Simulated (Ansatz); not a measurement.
In doubt: masses and optical values from hybrid runs of this build are listed as unsure, which bears on the screening that GW takes from such a start.

Rows from a G0W0 calculation on GeH6CI3N (CH3NH3GeI3) (Ansatz 0.2.0; G0W0 on HSE06, plane waves, PAW; PAW set soft_1; 4×4×4 mesh, 318 empty bands, screening to 78 eV, PAW set soft_1 files), in eV. Spin-orbit coupling is left out.

The structure was built from a prototype and need not be the compound's stable phase.

```
row      Σx     Σc     Vxc     Z
  A   -8.36  -3.23  -11.79  0.78
  B  -15.99   0.46  -15.49  0.78
  C  -17.64   1.94  -15.45  0.77
  D   -8.56  -3.18  -11.95  0.78
  E   -8.87  -3.03  -12.10  0.78
  F  -17.65   1.95  -15.45  0.77
```

Which rows are filled states and which are empty ones, and how can one tell?

Filled: B, C and F. Empty: A, D and E. The sign of Σc tells: for a filled state bare exchange, which holds its interaction with itself, lies below Vxc (Σx − Vxc is -0.5 eV or lower here) and screening gives part back as a positive Σc. For an empty state Σx lies above Vxc (+3.2 eV or more) and the Coulomb hole leaves Σc negative.

[Paths, hosts, dates, memory and timing lines, banners, echoed tables and standing remarks are left out of the program output.]

[Logs are printed without paths, hosts, clocks, repeated set-up lines and the standing remarks that a program may print on its own settings, such as how far it seeks lower states.]

[Runs of the session that timed out or met a known fault of the program may be left out.]

[Cells called generated may have been cut or substituted from an entry of the Crystallography Open Database or the Materials Project.]

[Hosts, paths, dates, database ids (printed as entryN), source tags and the programs' standing remarks are cut or masked in the printed files.]
